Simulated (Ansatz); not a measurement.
# Y on Hf(0001): change of the work function

Wanted: Δφ(θ) for Y/Hf(0001), starting from the fcc site.

Main program and level: Ansatz 0.2.0; plane-wave DFT, PBE, Ansatz PAW.

### Step 1. The system as given

The cell holds 4 atoms: 4 Hf. Its edges and angles: a = 3.200 Å, b = 3.200 Å, c = 25.594 Å, α = 90.0°, β = 90.0°, γ = 60.0°. Vacuum lies along c.

### Step 2. The clean slab

The bare slab comes first, as the zero from which every change is counted. The two lowest layers are held at bulk places and the upper ones relax. The dipole correction removes the false field that a one-sided slab makes across the periodic vacuum, so each face gets a flat vacuum level of its own.

input.yaml

```yaml
crystal:
  lattice:
    - [3.2, 0.0, 0.0]
    - [1.6, 2.7712812921, 0.0]
    - [0.0, 0.0, 25.5936]
  atoms:
    - { symbol: Hf, position: [0.6666666667, 0.6666666667, 0.3516504126] }
    - { symbol: Hf, position: [0.0, 0.0, 0.4505501375] }
    - { symbol: Hf, position: [0.6666666667, 0.6666666667, 0.5494498625] }
    - { symbol: Hf, position: [0.0, 0.0, 0.6483495874] }
kpoints:
  mp_grid: { grid: [12, 12, 1] }
hamiltonian:
  xc: pbe
scf:
  occupations: { method: fermi_dirac, width: 0.1 }
  convergence: { dr2_threshold: 1.0e-08 }
efield:
  axis: 3
  dipole_correction: true
  ramp_position: 0.97
  ramp_width: 0.06
relax:
  f_tol: 0.02
  max_steps: 60
  constraints: [{ sites: [0, 1] }]
output:
  write_potential: true
  write_density: true
  volumetric_format: npy
```

Launch:

```sh
> ansatz run input.yaml --threads 4 --pin off --max-ram 16384MiB --backend cpu --events-out ev --progress --plain --runs-dir out
```

Log:

```text
Engine: ansatz 0.2.0, aarch64-unknown-linux-gnu
Pseudopotentials: kind: paw
Pseudopotential: Hf, paw, valence charge 26, recommended cutoff 420 eV (normal), Hf.paw.azcp
Functional definition: PBE
  parameter kappa = 0.804
  parameter beta = 0.066725
  exchange = pbe_x(kappa = kappa, mu = beta*pi^2/3)
  correlation = pbe_c(beta = beta)
Crystal: 4 atoms, lattice volume = 226.967 Å³
Basis set: ecut = 420 eV, 4501 PW (Γ), exchange–correlation on 48×48×360 points (8 copies of the dense FFT grid, shifted against one another)
Bands: 63, of which v1, the nominal top of the filled ones, is band 52 counted from 1 (51 counted from 0)
Symmetry: 6 space group operations
k-points: 19 of 144 (time reversal used)
Non-local potential: Hf, projectors of the file, l = 0: 3, l = 1: 2, l = 2: 2, l = 3: 3
PAW form: soft (Blöchl's): semilocal exchange-correlation on the pseudo side does not see the compensation charge
PAW one-centre angular grid: Hf, 590 points (default); XC on 64 Gauss nodes
Initial density: superposition of atomic densities (neutral atoms: chi_scale 0, normalization atom), corrected by the library's trained network
Initial wavefunctions: pseudopotential atomic-orbital guess
Functional: x = pbe(κ = 0.804, μ = 0.219515), c = pbe(β = 0.066725)
SCF iter   1: F=—  HF=-62883.574226 eV  |F-HF|=—  |Δ(HF+E_count)|=         —  Δρ=6.91e-3  dr2=2.48e0  ethr=1.77e-3  p=0.000 e·Å  D=2.71e-14 V/Å  ΔV_dip=-0.00 eV  dr2_dipole=5.24e-7  V_vac-E_F(+/−)=4.47/4.47 eV  ⟨swp⟩=5.7  Hψ=3956  notcnv=0
efield: sawtooth ramp at fractional position 0.9700 (set: `efield.ramp_position`, or a place that a band, a saddle search or an elastic batch's reference lends), width 0.0600; the density the first Hamiltonian is built on has a dipole p = 0.000 e·Å; the dipole correction subtracts the counter field D = 2.71e-14 V/Å, which shifts the + side's vacuum level by -0.00 eV against the − side's; the planar-averaged density in the ramp window peaks in size at 2.6e-5 e/Å³
preconditioner: auto → LDOS  [metal: Δε(μ)=0.011 eV  Ē_g=17.068 eV  σ=0.100 eV  W_gap=0.03  n_scr=60 (ndim 8)  ℏωp=24.1 eV  f_vac=0.553  D(μ)=6.26/eV (n_scr^D=18)  β→1.0]
SCF iter   2: F=—  HF=-62883.510512 eV  |F-HF|=—  |Δ(HF+E_count)|=   6.37e-2  Δρ=2.12e-3  dr2=5.30e-2  ethr=1.77e-3  p=-0.000 e·Å  D=-3.82e-6 V/Å  ΔV_dip=0.00 eV  dr2_dipole=6.74e-7  V_vac-E_F(+/−)=4.35/4.35 eV  ⟨swp⟩=2.1  Hψ=1531  notcnv=0  defer=7
SCF iter   3: F=—  HF=-62883.507732 eV  |F-HF|=—  |Δ(HF+E_count)|=   2.78e-3  Δρ=1.29e-3  dr2=1.82e-2  ethr=5.10e-5  p=0.000 e·Å  D=2.75e-6 V/Å  ΔV_dip=-0.00 eV  dr2_dipole=1.17e-7  V_vac-E_F(+/−)=4.38/4.38 eV  ⟨swp⟩=2.0  Hψ=2304  notcnv=0  defer=7
SCF iter   4: F=—  HF=-62883.506374 eV  |F-HF|=—  |Δ(HF+E_count)|=   1.36e-3  Δρ=3.13e-4  dr2=1.35e-3  ethr=1.75e-5  p=0.000 e·Å  D=1.63e-6 V/Å  ΔV_dip=-0.00 eV  dr2_dipole=2.59e-8  V_vac-E_F(+/−)=4.37/4.37 eV  ⟨swp⟩=1.8  Hψ=1505  notcnv=0  defer=7
SCF iter   5: F=—  HF=-62883.506585 eV  |F-HF|=—  |Δ(HF+E_count)|=   2.11e-4  Δρ=1.18e-4  dr2=3.29e-5  ethr=1.30e-6  p=0.000 e·Å  D=8.47e-7 V/Å  ΔV_dip=-0.00 eV  dr2_dipole=1.09e-8  V_vac-E_F(+/−)=4.36/4.36 eV  ⟨swp⟩=1.8  Hψ=1734  notcnv=0  defer=7
SCF iter   6: F=—  HF=-62883.506637 eV  |F-HF|=—  |Δ(HF+E_count)|=   5.19e-5  Δρ=4.63e-5  dr2=7.25e-6  ethr=3.16e-8  p=0.000 e·Å  D=5.79e-7 V/Å  ΔV_dip=-0.00 eV  dr2_dipole=1.52e-8  V_vac-E_F(+/−)=4.36/4.36 eV  ⟨swp⟩=2.2  Hψ=2138  notcnv=0  defer=7
SCF iter   7: F=—  HF=-62883.506507 eV  |F-HF|=—  |Δ(HF+E_count)|=   1.30e-4  Δρ=1.59e-5  dr2=7.02e-7  ethr=6.97e-9  p=0.000 e·Å  D=3.08e-7 V/Å  ΔV_dip=-0.00 eV  dr2_dipole=4.33e-9  V_vac-E_F(+/−)=4.36/4.36 eV  ⟨swp⟩=2.1  Hψ=2094  notcnv=0  defer=7
SCF iter   8: F=—  HF=-62883.506508 eV  |F-HF|=—  |Δ(HF+E_count)|=   1.20e-6  Δρ=6.71e-6  dr2=1.23e-7  ethr=6.75e-10  p=0.000 e·Å  D=2.18e-7 V/Å  ΔV_dip=-0.00 eV  dr2_dipole=8.53e-10  V_vac-E_F(+/−)=4.36/4.36 eV  ⟨swp⟩=2.1  Hψ=2101  notcnv=0  defer=7
SCF iter   9: F=—  HF=-62883.506508 eV  |F-HF|=—  |Δ(HF+E_count)|=   2.68e-7  Δρ=2.35e-6  dr2=1.92e-8  ethr=1.18e-10  p=0.000 e·Å  D=1.16e-7 V/Å  ΔV_dip=-0.00 eV  dr2_dipole=6.93e-14  V_vac-E_F(+/−)=4.36/4.36 eV  ⟨swp⟩=2.1  Hψ=2128  notcnv=0  defer=7
SCF iter  10: F=-62883.506508 eV  HF=-62883.506508 eV  |F-HF|=1.14e-8  |Δ(HF+E_count)|=   5.79e-8  Δρ=9.35e-7  dr2=3.60e-9  ethr=9.62e-12  p=0.000 e·Å  D=6.53e-8 V/Å  ΔV_dip=-0.00 eV  dr2_dipole=3.71e-14  V_vac-E_F(+/−)=4.36/4.36 eV  ⟨swp⟩=9.3  Hψ=8899  notcnv=0
SCF 1 converged in 10 iterations: F = -62883.506508 eV  dr2 = 3.60e-9
  greatest PAW one-centre occupation: 0.999 electrons in one spin orbital (limit 2), on the Hf atom at site 0 (counted from 0), in its partial waves of l = 0
relax step   1: F+E_penalty+E_count = -62883.50650814 eV  Δ(F+E_penalty+E_count) = +0.000e0 eV  max|allowed force component| = 8.192e-1 eV/Å  Δτ_max = 0.0000 Å  (10 SCF iters, accepted)
Initial density: handed on by an earlier stage of this run
Initial wavefunctions: those handed on with the density
SCF iter   1: F=—  HF=-62883.670937 eV  |F-HF|=—  |Δ(HF+E_count)|=         —  Δρ=9.48e-3  dr2=3.84e0  ethr=3.10e-3  p=0.000 e·Å  D=6.60e-8 V/Å  ΔV_dip=-0.00 eV  dr2_dipole=9.17e-1  V_vac-E_F(+/−)=4.38/4.38 eV  ⟨swp⟩=4.2  Hψ=2490  notcnv=0  defer=4
efield: sawtooth ramp at fractional position 0.9700 (set: `efield.ramp_position`, or a place that a band, a saddle search or an elastic batch's reference lends), width 0.0600; the density the first Hamiltonian is built on has a dipole p = 0.000 e·Å; the dipole correction subtracts the counter field D = 6.60e-8 V/Å, which shifts the + side's vacuum level by -0.00 eV against the − side's; the planar-averaged density in the ramp window peaks in size at 1.4e-7 e/Å³
preconditioner: auto → LDOS  [metal: Δε(μ)=0.008 eV  Ē_g=17.092 eV  σ=0.100 eV  W_gap=0.02  n_scr=60 (ndim 8)  ℏωp=24.1 eV  f_vac=0.557  D(μ)=5.33/eV (n_scr^D=16)  β→1.0]
SCF iter   2: F=—  HF=-62883.538296 eV  |F-HF|=—  |Δ(HF+E_count)|=   1.33e-1  Δρ=5.98e-3  dr2=4.50e-1  ethr=3.10e-3  p=0.009 e·Å  D=7.20e-3 V/Å  ΔV_dip=-0.18 eV  dr2_dipole=3.63e-2  V_vac-E_F(+/−)=4.18/4.36 eV  ⟨swp⟩=2.5  Hψ=1712  notcnv=0  defer=10
SCF iter   3: F=—  HF=-62883.508561 eV  |F-HF|=—  |Δ(HF+E_count)|=   2.97e-2  Δρ=2.78e-3  dr2=4.73e-2  ethr=4.33e-4  p=0.006 e·Å  D=4.46e-3 V/Å  ΔV_dip=-0.11 eV  dr2_dipole=3.42e-5  V_vac-E_F(+/−)=4.27/4.38 eV  ⟨swp⟩=3.0  Hψ=2355  notcnv=0  defer=10
[...]
SCF iter   7: F=—  HF=-62883.565817 eV  |F-HF|=—  |Δ(HF+E_count)|=   2.18e-6  Δρ=1.74e-5  dr2=7.22e-7  ethr=1.52e-8  p=0.002 e·Å  D=1.44e-3 V/Å  ΔV_dip=-0.04 eV  dr2_dipole=8.37e-8  V_vac-E_F(+/−)=4.34/4.38 eV  ⟨swp⟩=2.1  Hψ=2209  notcnv=0  defer=8
SCF iter   8: F=—  HF=-62883.565680 eV  |F-HF|=—  |Δ(HF+E_count)|=   1.37e-4  Δρ=6.75e-6  dr2=4.18e-7  ethr=6.94e-10  p=0.002 e·Å  D=1.36e-3 V/Å  ΔV_dip=-0.03 eV  dr2_dipole=1.31e-7  V_vac-E_F(+/−)=4.34/4.38 eV  ⟨swp⟩=2.2  Hψ=2159  notcnv=0  defer=8
SCF iter   9: F=—  HF=-62883.565680 eV  |F-HF|=—  |Δ(HF+E_count)|=   1.20e-7  Δρ=2.37e-6  dr2=6.97e-8  ethr=4.02e-10  p=0.002 e·Å  D=1.34e-3 V/Å  ΔV_dip=-0.03 eV  dr2_dipole=2.16e-8  V_vac-E_F(+/−)=4.34/4.38 eV  ⟨swp⟩=2.3  Hψ=1598  notcnv=0  defer=8
SCF iter  10: F=—  HF=-62883.565680 eV  |F-HF|=—  |Δ(HF+E_count)|=   2.58e-8  Δρ=9.36e-7  dr2=2.09e-8  ethr=6.70e-11  p=0.002 e·Å  D=1.33e-3 V/Å  ΔV_dip=-0.03 eV  dr2_dipole=7.64e-9  V_vac-E_F(+/−)=4.34/4.38 eV  ⟨swp⟩=2.1  Hψ=1661  notcnv=0  defer=8
SCF iter  11: F=-62883.565680 eV  HF=-62883.565680 eV  |F-HF|=6.62e-10  |Δ(HF+E_count)|=   3.39e-9  Δρ=3.51e-7  dr2=1.45e-9  ethr=9.62e-12  p=0.002 e·Å  D=1.32e-3 V/Å  ΔV_dip=-0.03 eV  dr2_dipole=2.40e-10  V_vac-E_F(+/−)=4.34/4.38 eV  ⟨swp⟩=9.8  Hψ=9095  notcnv=0
SCF 3 converged in 11 iterations: F = -62883.565680 eV  dr2 = 1.45e-9
relax step   3: F+E_penalty+E_count = -62883.56567999 eV  Δ(F+E_penalty+E_count) = -5.917e-2 eV  max|allowed force component| = 1.717e-1 eV/Å  Δτ_max = 0.0893 Å  (11 SCF iters, accepted)
[...]
relax step   4: F+E_penalty+E_count = -62883.56763627 eV  Δ(F+E_penalty+E_count) = -1.956e-3 eV  max|allowed force component| = 4.706e-2 eV/Å  Δτ_max = 0.0184 Å  (8 SCF iters, accepted)
SCF iter   1: F=—  HF=-62883.568121 eV  |F-HF|=—  |Δ(HF+E_count)|=         —  Δρ=3.45e-4  dr2=2.61e-3  ethr=5.67e-5  p=0.003 e·Å  D=2.04e-3 V/Å  ΔV_dip=-0.05 eV  dr2_dipole=3.65e-5  V_vac-E_F(+/−)=4.33/4.38 eV  ⟨swp⟩=2.0  Hψ=1658  notcnv=0  defer=9
efield: sawtooth ramp at fractional position 0.9700 (set: `efield.ramp_position`, or a place that a band, a saddle search or an elastic batch's reference lends), width 0.0600; the density the first Hamiltonian is built on has a dipole p = 0.003 e·Å; the dipole correction subtracts the counter field D = 2.04e-3 V/Å, which shifts the + side's vacuum level by -0.05 eV against the − side's; the planar-averaged density in the ramp window peaks in size at 1.6e-7 e/Å³
preconditioner: auto → LDOS  [metal: Δε(μ)=0.009 eV  Ē_g=17.042 eV  σ=0.100 eV  W_gap=0.02  n_scr=60 (ndim 8)  ℏωp=24.1 eV  f_vac=0.554  D(μ)=6.18/eV (n_scr^D=18)  β→1.0]
SCF iter   2: F=—  HF=-62883.567979 eV  |F-HF|=—  |Δ(HF+E_count)|=   1.42e-4  Δρ=1.79e-4  dr2=3.66e-4  ethr=2.51e-6  p=0.002 e·Å  D=1.74e-3 V/Å  ΔV_dip=-0.04 eV  dr2_dipole=1.22e-5  V_vac-E_F(+/−)=4.34/4.38 eV  ⟨swp⟩=2.0  Hψ=1515  notcnv=0  defer=9
SCF iter   3: F=—  HF=-62883.567967 eV  |F-HF|=—  |Δ(HF+E_count)|=   1.25e-5  Δρ=8.58e-5  dr2=3.95e-5  ethr=3.52e-7  p=0.002 e·Å  D=1.86e-3 V/Å  ΔV_dip=-0.05 eV  dr2_dipole=3.65e-8  V_vac-E_F(+/−)=4.33/4.38 eV  ⟨swp⟩=2.0  Hψ=2093  notcnv=0  defer=9
SCF iter   4: F=—  HF=-62883.567971 eV  |F-HF|=—  |Δ(HF+E_count)|=   4.31e-6  Δρ=2.41e-5  dr2=7.73e-6  ethr=3.79e-8  p=0.002 e·Å  D=1.84e-3 V/Å  ΔV_dip=-0.05 eV  dr2_dipole=2.66e-6  V_vac-E_F(+/−)=4.33/4.38 eV  ⟨swp⟩=2.0  Hψ=2095  notcnv=0  defer=9
SCF iter   5: F=—  HF=-62883.567835 eV  |F-HF|=—  |Δ(HF+E_count)|=   1.36e-4  Δρ=9.27e-6  dr2=2.80e-7  ethr=7.43e-9  p=0.002 e·Å  D=1.84e-3 V/Å  ΔV_dip=-0.05 eV  dr2_dipole=1.37e-9  V_vac-E_F(+/−)=4.33/4.38 eV  ⟨swp⟩=2.0  Hψ=1657  notcnv=0  defer=9
SCF iter   6: F=—  HF=-62883.567835 eV  |F-HF|=—  |Δ(HF+E_count)|=   7.87e-8  Δρ=3.23e-6  dr2=5.28e-8  ethr=2.69e-10  p=0.002 e·Å  D=1.85e-3 V/Å  ΔV_dip=-0.05 eV  dr2_dipole=4.35e-9  V_vac-E_F(+/−)=4.33/4.38 eV  ⟨swp⟩=2.0  Hψ=2116  notcnv=0  defer=9
SCF iter   7: F=—  HF=-62883.567835 eV  |F-HF|=—  |Δ(HF+E_count)|=   3.57e-8  Δρ=1.30e-6  dr2=1.03e-8  ethr=9.62e-12  p=0.002 e·Å  D=1.86e-3 V/Å  ΔV_dip=-0.05 eV  dr2_dipole=3.94e-10  V_vac-E_F(+/−)=4.33/4.38 eV  ⟨swp⟩=10.3  Hψ=9635  notcnv=0
SCF iter   8: F=-62883.567835 eV  HF=-62883.567835 eV  |F-HF|=5.09e-11  |Δ(HF+E_count)|=   6.89e-9  Δρ=5.25e-7  dr2=1.69e-9  ethr=9.62e-12  p=0.002 e·Å  D=1.86e-3 V/Å  ΔV_dip=-0.05 eV  dr2_dipole=5.32e-10  V_vac-E_F(+/−)=4.33/4.38 eV  ⟨swp⟩=9.7  Hψ=8498  notcnv=0
SCF 5 converged in 8 iterations: F = -62883.567835 eV  dr2 = 1.69e-9
relax step   5: F+E_penalty+E_count = -62883.56783470 eV  Δ(F+E_penalty+E_count) = -1.984e-4 eV  max|allowed force component| = 1.704e-3 eV/Å  Δτ_max = 0.0094 Å  (8 SCF iters, accepted)
NSCF: frozen V_eff on 19 k-points
the band table was solved once a step of the walk had ended and its energy, with any forces and stress, was formed, with the checks that follow a solve (5245 applications of the Hamiltonian). They found nothing against the state; the energy, forces and stress were not computed again (output.eigenvalues in the input reference)
WARN: The output density's exchange-correlation potential varies sharply where the density is thin. Do not read a vacuum level from v_tot or v_xc, or from such a field of the output density. On a cell that repeats whose density bears no net charge and no dipole along the vacuum's axis use v_es (v_loc + v_h of the components); under efield.dipole_correction with no amplitude use v_es + v_field, which holds any externa [...]
SCF converged after 8 iterations
Free energy (F): -62883.567835 eV
Harris-Foulkes:  -62883.567835 eV  (|F-HF|=5.09e-11)
Internal energy: -62883.372085 eV  (E = F + TS)
E sigma→0 (E₀):  -62883.469960 eV
Entropy (-TS):   -0.195750 eV (-48.937 meV/atom)
Fermi energy:    5.322127 eV
Dipole field:    D = 0.001891 V/Å  (p = 0.002372 e·Å, saw-weighted, corrected)
Work function:   Φ+ = 4.3323 eV   Φ− = 4.3807 eV
Levels:          The Fermi level and band energies are counted from a zero that moves with the ramp; work functions are not
--- Per-component energies (eV) ---
  E_band       = -1375.554868
  E_kinetic    = 1692.852933
  E_local      = -198039.683772  (includes V_loc(G=0)·N_el)
  E_nonlocal   = -4977.793772
  E_hartree    = 97660.541322
  E_xc         = -1197.750381
  E_vxc        = -1061.044369  (∫ρ·V_xc dr)
  E_paw        = -27710.418735  (= ΣΔE_a)
  E_vpaw       = 5689.037659  (= ΣTr[D̂ρ^β])
  E_aug_tail   = -0.000005  (compensation charges beyond the density's cutoff)
  E_efield     = 0.000002  (sawtooth field / dipole correction)
  E_vefield    = -0.003193  (∫n·V_field dr)
  E_ewald      = 69688.880323
  E_smearing   = -0.195750  (= −TS)
  E_closure    = -0.000000  (closes the sum)
  Σ components = -62883.567835   (vs F -62883.567835, Δ=0.00e0)
--- Forces (eV/Å), atoms counted from 1 ---
  atom   1  Hf    -0.00000000     0.00000000     0.66028476
  atom   2  Hf     0.00000000    -0.00000000    -0.65727949
  atom   3  Hf    -0.00000000     0.00000000    -0.00130238
  atom   4  Hf     0.00000000    -0.00000000    -0.00170409
  max |Σ_I F_I| component: 1.19e-6 eV/Å
--- Band table (eV; the first three rows and the last of 19) ---
  k-point 0: bands = [... 48 lower, 5.0697, 5.3423, 5.7534, 6.0479, 6.3967, 6.3967, 6.4979, 6.4979, ... 7 higher]
  k-point 1: bands = [... 48 lower, 4.9871, 5.2870, 5.5948, 5.9285, 6.2135, 6.2357, 6.5548, 6.5574, ... 7 higher]
  k-point 2: bands = [... 48 lower, 4.6880, 4.9972, 5.1933, 5.5914, 5.7265, 5.9912, 6.3752, 6.6642, ... 7 higher]
  k-point 18: bands = [... 48 lower, 4.0352, 4.2042, 4.2896, 5.2805, 5.3081, 5.4817, 5.5196, 5.7372, ... 7 higher]
--- Relaxed structure (5 steps of the walk, 4 accepted, 0 SCFs on fresh bases) ---
  F+E_penalty+E_count = -62883.56783470 eV   max|allowed force component| = 1.704e-3 eV/Å
  atoms:
    - { symbol: Hf, position: [0.666667, 0.666667, 0.3516504126] }
    - { symbol: Hf, position: [0.0, 0.0, 0.4505501375] }
    - { symbol: Hf, position: [0.666667, 0.666667, 0.553686] }
    - { symbol: Hf, position: [0, 0, 0.646654] }
```

The job ended after 38 s (4 threads of Arm Neoverse V1, shared host; peak memory 0.71 GiB).

In the SCF lines HF is the Harris–Foulkes energy and dr2 the Hartree energy of the density residual, in eV; the loop may stop once dr2 is under the threshold and the program's other checks hold. Hψ counts applications of the Hamiltonian.

Relaxation path:

| step | energy less that of the first step (eV) | largest force component (eV/Å) |
| --- | --- | --- |
| 1 | 0.0000 | 0.8192 |
| 2 | 0.0064 | 1.1135 |
| 3 | -0.0592 | 0.1717 |
| 4 | -0.0611 | 0.0471 |
| 5 | -0.0613 | 0.0017 |

Relaxation step 2 was tried and not accepted.

The run keeps the 6 symmetry operations that the program found, so distortions that break them were not tested.

The atoms that moved most (Å):

| atom | dx | dy | dz | length |
| --- | --- | --- | --- | --- |
| Hf3 | 0.000 | 0.000 | 0.108 | 0.108 |
| Hf4 | 0.000 | 0.000 | -0.043 | 0.043 |

Final coordinates:

```cif
data_structure
_symmetry_space_group_name_H-M 'P 1'
_symmetry_Int_Tables_number 1
_cell_length_a 3.2000
_cell_length_b 3.2000
_cell_length_c 25.5936
_cell_angle_alpha 90.000
_cell_angle_beta 90.000
_cell_angle_gamma 60.000
_cell_volume 226.97
loop_
_atom_site_label
_atom_site_type_symbol
_atom_site_fract_x
_atom_site_fract_y
_atom_site_fract_z
_atom_site_occupancy
Hf1 Hf 0.66667 0.66667 0.35165 1
Hf2 Hf 0.00000 0.00000 0.45055 1
Hf3 Hf 0.66667 0.66667 0.55369 1
Hf4 Hf 0.00000 0.00000 0.64665 1
```

This step gave:

```
energy at zero smearing        : -62883.4700 eV
work function, upper face      : 4.332 eV
work function, lower face      : 4.381 eV
dipole along the normal        : 0.002372 e·Å
step between the vacuum levels : -0.04841 eV
```

Running mean over 2.5312 Å of the planar mean; the ramp of the sawtooth is left out. Table of electron's electrostatic potential energy less the Fermi level by z:

z (Å), electron's electrostatic potential energy less the Fermi level (eV) and a bar from the least value:
```
      3.0       4.38 ##############################
      3.5       4.38 ##############################
      4.0       4.38 ##############################
      4.5       4.37 ##############################
      5.0       4.35 ##############################
      5.5       4.30 ##############################
      6.0       4.13 #############################
      6.5       3.64 ############################
      7.0       2.31 #########################
      7.5      -0.57 ##################
      8.0      -4.04 ##########
      8.5      -6.61 ####
      9.0      -7.41 ##
      9.5      -7.41 ##
     10.0      -7.30 ##
     10.5      -7.25 ##
     11.0      -7.26 ##
     11.5      -7.25 ##
     12.0      -7.07 ###
     12.5      -6.75 ###
     13.0      -6.68 ####
     13.5      -6.90 ###
     14.0      -7.23 ##
     14.5      -7.58 #
     15.0      -8.07 
     15.5      -8.20 
     16.0      -7.96 #
     16.5      -7.55 ##
     17.0      -6.75 ###
     17.5      -4.37 #########
     18.0      -0.94 #################
     18.5       2.06 ########################
     19.0       3.51 ############################
     19.5       4.05 #############################
     20.0       4.24 ##############################
     20.5       4.30 ##############################
     21.0       4.32 ##############################
     21.5       4.33 ##############################
     22.0       4.33 ##############################
     22.5       4.33 ##############################
```

The relaxation took 5 steps and lowered the energy by 0.061 eV; the largest force on the free atoms ends at 0.0017 eV/Å.

The work function of the upper face is 4.33 eV.

[end of part 1 of 3]

[Long decimals in the printed logs are rounded to 6 places.]

[Logs are printed without paths, hosts, clocks, repeated set-up lines and the standing remarks that a program may print on its own settings, such as how far it seeks lower states.]

[Hosts, paths, dates, database ids (printed as entryN), source tags and the programs' standing remarks are cut or masked in the printed files.]

[Maps of the electrostatic potential energy from Ansatz leave out the sawtooth potential of an applied field or a dipole correction, so their vacuum need not be flat; planar profiles and work functions include it.]
